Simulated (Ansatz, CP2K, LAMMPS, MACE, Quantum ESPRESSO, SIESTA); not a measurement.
**Structure of amorphous Si0.5Ge0.5 (72 atoms) across programs**

What does relaxation change in amorphous Si0.5Ge0.5 (72 atoms), and how far do other programs agree with plane waves on the relaxed cell?

All numbers are calculated, not measured.

## 1. The cell

The cell holds 72 atoms (36 Si and 36 Ge), with edges of 11.68, 11.68 and 11.68 Å. Recipe: 72 atoms (36 Si, 36 Ge) placed at random at 3.78 g/cm³, melted at 3500 K for 10 ps at fixed volume with the Tersoff potential (Tersoff, Phys. Rev. B 39, 5566 (1989)). Quenched from 3500 K to 300 K at 20 K/ps and fixed volume, annealed at 800 K for 20 ps, held 5 ps, then minimised at fixed cell. Then the atoms were relaxed with MACE MPA-0 medium in the fixed cell. Then the atoms were relaxed with CP2K double zeta, PBE.

## 2. The relaxation

CP2K double zeta (DZVP-MOLOPT-SR, GTH-PBE potentials, 280 Ry; k-points Γ) took 49 geometry steps and reached its thresholds. It started from the geometry that MACE MPA-0 medium had relaxed.

Wall time 19 min (4 MPI ranks of Arm Neoverse V1, shared host); peak memory 2.7 GiB.

```tsv
	before	after
energy (meV/atom)	0	-29.8
Ge-Si bonds under 2.98 Å	74 at 2.495 Å	72 at 2.477 Å
Si-Si bonds under 2.98 Å	40 at 2.416 Å	40 at 2.390 Å
Ge-Ge bonds under 2.88 Å	37 at 2.567 Å	35 at 2.544 Å
```

Atoms moved by 0.34 Å r.m.s. and 1.37 Å at most, with the common shift taken off.

## 3. Structure of the relaxed cell

Density 3.78 g/cm³, 22.12 Å³ an atom.

g(r), total and by pair (bins of 0.2 Å):

```tsv
r (Å)	total	Ge-Ge	Ge-Si	Si-Si
2.20	0.05	0.00	0.00	0.19
2.40	4.17	1.93	4.10	6.54
2.60	1.55	3.25	1.41	0.14
2.80	0.16	0.13	0.26	0.00
3.00	0.03	0.11	0.00	0.00
3.20	0.38	0.48	0.42	0.18
3.40	0.75	0.66	0.83	0.66
3.60	1.06	0.83	1.06	1.28
3.80	1.48	1.15	1.52	1.75
4.00	1.67	1.65	1.59	1.84
4.20	1.46	1.39	1.52	1.40
4.40	1.05	0.76	1.16	1.11
4.60	0.95	1.35	0.81	0.83
4.80	0.77	1.06	0.74	0.55
5.00	0.84	1.02	0.92	0.50
5.20	0.76	0.76	0.73	0.83
5.40	0.92	0.81	1.00	0.87
5.60	1.00	0.94	0.95	1.19
```

Bonds by pair of elements; cutoffs follow the first minimum of g(r), held within bounds set by covalent radii, and pairs that aren't listed don't count as bonded:

```tsv
pair A-B	cutoff (Å)	bonds	mean length (Å)	spread (Å)	shortest (Å)	B about A	A about B
Ge-Ge	2.88	35	2.54	0.073	2.43	1.94	1.94
Ge-Si	2.98	72	2.48	0.101	2.34	2	2
Si-Si	2.98	40	2.39	0.061	2.29	2.22	2.22
```

How many atoms have how many bonded neighbours:

```tsv
element	mean	3	4	5
Ge	3.94	2	34	0
Si	4.22	0	28	8
```

Bond angles, per cent of each kind in bins of 5°:

```tsv
angle (°)	Ge-Si-Si	Ge-Ge-Si	Si-Si-Si	Si-Ge-Si	Ge-Si-Ge
65–70	0.0	0.0	0.0	0.0	1.9
70–75	1.5	0.9	0.0	0.0	1.9
75–80	3.0	0.0	0.0	0.0	3.9
80–85	2.2	5.6	1.6	0.0	7.7
85–90	5.2	5.6	8.2	3.8	9.6
90–95	8.9	10.3	8.2	13.2	7.7
95–100	9.6	10.3	6.6	13.2	9.6
100–105	9.6	12.1	13.1	13.2	13.5
105–110	10.4	14.0	16.4	17.0	15.4
110–115	17.8	10.3	18.0	11.3	3.9
115–120	10.4	12.1	8.2	9.4	13.5
120–125	8.2	5.6	8.2	13.2	1.9
125–130	4.4	4.7	4.9	0.0	1.9
130–135	3.7	3.7	3.3	0.0	0.0
135–140	0.0	1.9	1.6	1.9	1.9
140–145	0.7	0.9	0.0	1.9	1.9
145–150	1.5	0.0	0.0	0.0	1.9
150–155	0.0	0.9	0.0	0.0	0.0
155–160	0.7	0.0	0.0	1.9	0.0
160–165	0.0	0.9	1.6	0.0	1.9
165–170	1.5	0.0	0.0	0.0	0.0
170–175	0.7	0.0	0.0	0.0	0.0
```

Bond angles (no mean is given where the spread exceeds 20°):

```tsv
angle	count	mean (°)	spread (°)
Ge-Si-Si	135	110	17.7
Ge-Ge-Si	107	108	15.9
Si-Si-Si	61	109	14.3
Si-Ge-Si	53	108	13.8
Ge-Si-Ge	52	104	18.4
```

Bond length by coordination (bonds to H left out):

```tsv
element	coordination	atoms	mean bond length (Å)
Ge	3	2	2.60
Ge	4	34	2.51
Si	4	28	2.40
Si	5	8	2.51
```

Rings of the network by King's shortest-path rule, up to 12 atoms, one path for each pair of neighbours; H, halogens, alkali and alkaline-earth atoms are left out, and the last column divides by all other atoms, bonded or not:

```tsv
ring size (atoms)	rings	per network atom
4	11	0.153
5	38	0.528
6	45	0.625
7	51	0.708
8	7	0.097
```

For some of the pairs, g(r) has its first main peak near 2.5 Å (Ge-Ge), 2.4 Å (Ge-Si) and 2.4 Å (Si-Si). By these cutoffs 94 % of Ge atoms have 4 and 78 % of Si atoms have 4 bonded neighbours. The Ge-Si-Si angle averages 110° with a spread of 18°. Rings of 7 atoms are the most common (34 % of those counted); sizes run from 4 to 8.

## 4. The plane-wave reference

Quantum ESPRESSO 7.5: Kohn-Sham DFT, PBE, SSSP efficiency 1.3.0 pseudopotentials, plane waves. Its input for the relaxed cell:

```
&control
  calculation = 'scf'
  pseudo_dir = './pseudo'
  outdir = './tmp'
  disk_io = 'none'
  tprnfor = .true.
  tstress = .true.
/
&system
  ibrav = 0
  nat = 72
  ntyp = 2
  ecutwfc = 45
  ecutrho = 360
  nosym = .true.
  occupations = 'smearing'
  smearing = 'fd'
  degauss = 0.003675
/
&electrons
  conv_thr = 3.6e-07
  electron_maxstep = 100
  mixing_beta = 0.2
  mixing_mode = 'local-TF'
  diagonalization = 'david'
/
ATOMIC_SPECIES
Si 28.085 Si.upf
Ge 72.630 Ge.upf
CELL_PARAMETERS angstrom
11.67870 0.00000 0.00000
0.00000 11.67870 0.00000
0.00000 0.00000 11.67870
ATOMIC_POSITIONS crystal
Si 0.01139 0.78703 0.20376
Si 0.36039 0.59196 0.66875
Si 0.78295 0.22635 0.47360
[... 67 atom lines left out ...]
Ge 0.46479 0.29340 0.08392
Ge 0.73828 0.24936 0.67364
K_POINTS gamma
```

Run time: 3.4 min. Hardware: 4 MPI ranks of Arm Neoverse V1, shared host; peak memory 3.9 GiB.

## 5. All levels at this geometry

CPU times are from a shared host and are rough.

| level | basis or training data | k-points | own r.m.s. force (meV/Å) | difference from the reference (meV/Å) | pressure (GPa) | CPU time | memory (GiB) |
| --- | --- | --- | --- | --- | --- | --- | --- |
| QE, PBE | plane waves, SSSP efficiency, 45/360 Ry | Γ | 35 | - | 0.48 | 14 min | 3.9 |
| CP2K triple zeta, PBE | TZV2P-UZH, GTH-PBE potentials, 350 Ry | Γ | 22 | 26 | 0.66 | 11 min | 5.0 |
| SIESTA DZP, PBE | DZP orbitals, shift 0.01 Ry, mesh 250 Ry | Γ | 100 | 115 | 1.39 | 7 min | 1.9 |
| MACE MPA-0 medium | trained on PBE(+U) plane-wave data | - | 160 | 156 | 0.17 | 8.3 s | 0.83 |

## 6. Outcome

Relaxation in the fixed cell lowers the energy by 30 meV/atom at its own level and moves atoms by up to 1.37 Å. By the cutoffs of the final cell 4 bonds formed and 8 were lost, leaving 147. The reference finds an r.m.s. force of 35 meV/Å there and a pressure of 0.48 GPa, at a geometry that CP2K double zeta made.

Forces differ from the reference's by 26 meV/Å (CP2K triple zeta, PBE), 115 meV/Å (SIESTA DZP, PBE) and 156 meV/Å (MACE MPA-0 medium). CP2K double zeta is at its own minimum here, so the reference's force is itself a measure of how the two differ. Pressures lie -0.3 GPa (MACE MPA-0 medium), +0.2 GPa (CP2K triple zeta, PBE) and +0.9 GPa (SIESTA DZP, PBE) from the reference's. The levels on either side of half filling lie 0.18 eV apart in the reference, but the smearing leaves some partly filled, so none is tabled. By these cutoffs 94 % of Ge atoms have 4 and 78 % of Si atoms have 4 bonded neighbours. Rings of 7 atoms are the most common (34 % of those counted); sizes run from 4 to 8.

Caveats: The density was set by the recipe and held. One sample of a disordered cell; defect or tail levels can set the gap. The quench rate of 20 K/ps is many orders above laboratory rates, so the cell is likely richer in defects and strain than a real sample. The reference samples only Γ, in a cell whose shortest periodic width is 12 Å. The plane-wave runs aren't exact: their cutoffs and mesh weren't converged further here. SIESTA's automatically made basis is far from complete, and its potentials were converted by us (checked for H, C, O, Si, Ge and Ca alone). Spin–orbit coupling is left out. Where levels are smeared, the DFT runs use Fermi–Dirac occupations at 580 K (0.05 eV), and energies are free energies.

[Logs are printed without paths, hosts, clocks, repeated set-up lines and the standing remarks that a program may print on its own settings, such as how far it seeks lower states.]

[Hosts, paths, dates, database ids (printed as entryN), source tags and the programs' standing remarks are cut or masked in the printed files.]
